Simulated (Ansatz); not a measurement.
# How the smearing shapes the phonons of TiFe (Pm-3m), part 2 of 2

Wanted: frequencies of TiFe (Pm-3m) solved wavevector by wavevector at several smearings. The first relaxation steps of the session are not shown, so no cell shown is the starting entry, unless a step says so.

Ansatz 0.2.0; DFT PBEsol, scalar-relativistic, plane waves, PAW.

So far. Step 2 (Relaxation): The largest force is now zero by symmetry and the largest stress component 0.0027 GPa, small enough for phonons. Step 4 (Wavevectors along a line: Fermi–Dirac smearing of 0.25 …): Against step 3 (now smearing width 0.25 eV), the free energy moves by -46.0 meV an atom. The relaxed cell has a = 2.915 Å (conventional setting).

### Step 5. Phonons along a line: Fermi–Dirac smearing of 0.04 eV

The smearing blurs the Fermi surface that screens the phonons; a Fermi–Dirac width is an electronic temperature.

The input, input.yaml:

```yaml
crystal:
  lattice:
    - [2.9152856154, 0.0, 0.0]
    - [0.0, 2.9152856154, 0.0]
    - [0.0, 0.0, 2.9152856154]
  atoms:
    - { symbol: Ti, position: [0.5, 0.5, 0.5] }
    - { symbol: Fe, position: [0.0, 0.0, 0.0] }
kpoints:
  mp_grid: { grid: [16, 16, 16] }
hamiltonian:
  xc: pbesol
scf:
  occupations: { method: fermi_dirac, width: 0.04 }
output:
  eigenvalues: true
phonons:
  method: dfpt
  qpoints:
    - [0, 0, 0]
    - [0.0, 0.0625, 0.0]
    - [0.0, 0.1875, 0.0]
    - [0.0, 0.3125, 0.0]
    - [0.0, 0.4375, 0.0]
```

Narrower smearing comes nearer the zero-temperature value but asks more of the mesh.

Command:

```sh
$ ansatz run input.yaml --threads 4 --pin off --max-ram 8192MiB --backend cpu --events-out ev --progress --plain --runs-dir out
```

Numbers of over 12 decimals in the logs are rounded to 6 here.

Output:

```text
[...]
Crystal: 2 atoms, lattice volume = 24.777 Å³
Basis set: ecut = 420 eV, 461 PW (Γ), exchange–correlation on 40×40×40 points (8 copies of the dense FFT grid, shifted against one another)
Bands: 18, of which v1, the nominal top of the filled ones, is band 14 counted from 1 (13 counted from 0)
Symmetry: 48 space group operations
k-points: 165 of 4096
[...]
SCF iter   1: F=—  HF=-6923.707009 eV  |F-HF|=—  |Δ(HF+E_count)|=         —  Δρ=2.16e-2  dr2=9.29e-2  ethr=1.77e-3  ⟨swp⟩=3.2  Hψ=11499  notcnv=0
[...]
SCF iter   7: F=-6923.698790 eV  HF=-6923.698790 eV  |F-HF|=9.09e-13  |Δ(HF+E_count)|=  1.82e-10  Δρ=2.06e-7  dr2=4.66e-12  ethr=1.00e-12  ⟨swp⟩=4.0  Hψ=14896  notcnv=0
SCF 1 converged in 7 iterations: F = -6923.698790 eV  dr2 = 4.66e-12
[...]
SCF converged after 7 iterations
Free energy (F): -6923.698790 eV
[...]
Internal energy: -6923.696227 eV  (E = F + TS)
E sigma→0 (E₀):  -6923.697508 eV
Entropy (-TS):   -0.002563 eV (-1.281 meV/atom)
Fermi energy:    18.140604 eV
[...]
--- Band table (eV; the first three rows and the last of 165) ---
  k-point 0: bands = [... 10 lower, 14.1582, 17.0974, 17.0974, 17.0974, 19.4784, 19.4784, 21.5322, 21.5322]
  k-point 1: bands = [... 10 lower, 14.2039, 17.0911, 17.0911, 17.1163, 19.4257, 19.4988, 21.4019, 21.4019]
  k-point 2: bands = [... 10 lower, 14.3329, 17.0743, 17.0743, 17.1711, 19.2705, 19.5536, 21.0609, 21.0609]
  k-point 164: bands = [... 10 lower, 15.9417, 16.1211, 16.1211, 16.1211, 18.2283, 18.2283, 21.8529, 21.8529]
[...]
ASR residual: 4.485e-4 → 0.000e0 eV/Å²; symmetrization residual: 2.296e-6 eV/Å²
  ASR residual per site (eV/Å²): 1.67e-4 4.49e-4
  Γ frequencies (cm⁻¹): 0.00 0.00 0.00 251.28 251.28 251.28
[...]
--- Phonons (arbitrary-q DFPT): 5 explicit q-points ---
[...]
```

The job ended after 3.1 min (4 threads of Arm Neoverse V2, shared host; peak memory 1.9 GiB).

Each wavevector solved by linear response. Table of frequency by |q| along the line:

```tsv
|q| along the line (Å⁻¹)	mode 1 = mode 2 (cm⁻¹)	mode 3 (cm⁻¹)	mode 4 (cm⁻¹)	mode 5 (cm⁻¹)	mode 6 (cm⁻¹)
0.000	0	0	251	251	251
0.135	24.1	54.7	250	250	262
0.404	71.9	153	243	243	312
0.673	119	226	228	228	365
0.943	151	213	213	264	390
```

Against step 3 (now smearing width 0.04 eV), the free energy moves by +4.0 meV an atom.

### Step 6. Wavevectors along a line: Methfessel–Paxton smearing of 0.2 eV

Each wavevector is solved by itself, so no interpolation smooths a dip of the branch.

input.yaml: that of step 5 with these lines changed.

```diff
@@ -13,3 +13,3 @@
 scf:
-  occupations: { method: fermi_dirac, width: 0.04 }
+  occupations: { method: methfessel_paxton, width: 0.2 }
 output:
```

Output:

```text
[...]
Crystal: 2 atoms, lattice volume = 24.777 Å³
Basis set: ecut = 420 eV, 461 PW (Γ), exchange–correlation on 40×40×40 points (8 copies of the dense FFT grid, shifted against one another)
Bands: 18, of which v1, the nominal top of the filled ones, is band 14 counted from 1 (13 counted from 0)
Symmetry: 48 space group operations
k-points: 165 of 4096
[...]
SCF iter   1: F=—  HF=-6923.705196 eV  |F-HF|=—  |Δ(HF+E_count)|=         —  Δρ=2.20e-2  dr2=9.64e-2  ethr=1.77e-3  ⟨swp⟩=4.7  Hψ=23844  notcnv=0
[...]
SCF iter   9: F=-6923.696716 eV  HF=-6923.696716 eV  |F-HF|=1.82e-12  |Δ(HF+E_count)|=  4.55e-12  S|Δr|=    0.00e0  Δρ=6.42e-9  dr2=1.14e-14  ethr=1.00e-12  ⟨swp⟩=8.0  Hψ=14958  notcnv=0
SCF 1 converged in 9 iterations: F = -6923.696716 eV  dr2 = 1.14e-14
[...]
SCF converged after 9 iterations
Stability not checked: this state was not tested for a lower state beside it, because cold or Methfessel-Paxton smearing, or corrected tetrahedra, fill the levels in a way that the test cannot read (fill_not_monotonic; see scf.lower_state_search)
Free energy (F): -6923.696716 eV
[...]
Internal energy: -6923.699623 eV  (E = F + TS)
E sigma→0 (E₀):  -6923.697443 eV
Entropy (-TS):   0.002906 eV (1.453 meV/atom)
Fermi energy:    18.140592 eV
[...]
--- Band table (eV; the first three rows and the last of 165) ---
  k-point 0: bands = [... 10 lower, 14.1574, 17.0962, 17.0962, 17.0962, 19.4771, 19.4771, 21.5310, 21.5310, ... 4 higher]
  k-point 1: bands = [... 10 lower, 14.2032, 17.0898, 17.0898, 17.1150, 19.4245, 19.4975, 21.4007, 21.4007, ... 4 higher]
  k-point 2: bands = [... 10 lower, 14.3321, 17.0730, 17.0730, 17.1699, 19.2693, 19.5524, 21.0598, 21.0598, ... 4 higher]
  k-point 164: bands = [... 10 lower, 15.9407, 16.1206, 16.1206, 16.1206, 18.2267, 18.2267, 21.8518, 21.8518, ... 4 higher]
[...]
ASR residual: 1.135e-5 → 0.000e0 eV/Å²; symmetrization residual: 1.706e-6 eV/Å²
  ASR residual per site (eV/Å²): 1.13e-5 7.57e-7
  Γ frequencies (cm⁻¹): 0.00 0.00 0.00 251.68 251.68 251.68
[...]
--- Phonons (arbitrary-q DFPT): 5 explicit q-points ---
[...]
```

The job ended after 3.4 min (4 threads; peak memory 2 GiB).

Each wavevector solved by linear response. The frequency by |q| along the line:

```tsv
|q| along the line (Å⁻¹)	mode 1 = mode 2 (cm⁻¹)	mode 3 (cm⁻¹)	mode 4 (cm⁻¹)	mode 5 (cm⁻¹)	mode 6 (cm⁻¹)
0.000	0	0	252	252	252
0.135	24.1	54.9	251	251	264
0.404	72.0	153	243	243	312
0.673	119	226	228	228	365
0.943	151	214	214	265	391
```

Against step 3 (now occupations Methfessel-Paxton and smearing width 0.2 eV), the free energy moves by +5.0 meV an atom.

### Step 7. The lowest branch at each setting

Table of lowest frequency by |q| along the line:

```tsv
|q| along the line (Å⁻¹)	fermi dirac 0.1 eV, k 16x16x16 (cm⁻¹)	fermi dirac 0.25 eV, k 16x16x16 (cm⁻¹)	fermi dirac 0.04 eV, k 16x16x16 (cm⁻¹)	methfessel paxton 0.2 eV, k 16x16x16 (cm⁻¹)
0.000	0	0	0	0
0.135	23.9	23.1	24.1	24.1
0.404	71.4	69.1	71.9	72.0
0.673	118	115	119	119
0.943	152	152	151	151
```

### Step 8. What came out

| Quantity | Value |
| --- | --- |
| phonon run of the rows without a label of their own | PBEsol, k 16×16×16 |
| lowest branch at the last solved point, Fermi–Dirac 0.1 eV | 152 cm⁻¹ at \|q\| = 0.943 Å⁻¹ |
| lowest branch at the last solved point, Fermi–Dirac 0.25 eV | 152 cm⁻¹ at \|q\| = 0.943 Å⁻¹ |
| lowest branch at the last solved point, Fermi–Dirac 0.04 eV | 151 cm⁻¹ at \|q\| = 0.943 Å⁻¹ |
| lowest branch at the last solved point, Methfessel–Paxton 0.2 eV | 151 cm⁻¹ at \|q\| = 0.943 Å⁻¹ |

**Reading.** No branch softens by more than 4 % of the top frequency as the smearing narrows, so no anomaly that hangs on the smearing shows at these points. The line holds 5 wavevectors, so a narrow dip between them would be missed. Between Fermi–Dirac 0.25 eV and Fermi–Dirac 0.04 eV the largest change, with modes counted by rank of frequency, is in mode 6 at |q| = 0.673 Å⁻¹, from 336 to 365 cm⁻¹. Where branches cross, a count by rank can hide a softening. At the narrowest width the k mesh may not resolve the Fermi surface, so part of the change can be mesh noise.

[Logs are printed without paths, hosts, clocks, repeated set-up lines and the standing remarks that a program may print on its own settings, such as how far it seeks lower states.]

[Hosts, paths, dates, database ids (printed as entryN), source tags and the programs' standing remarks are cut or masked in the printed files.]
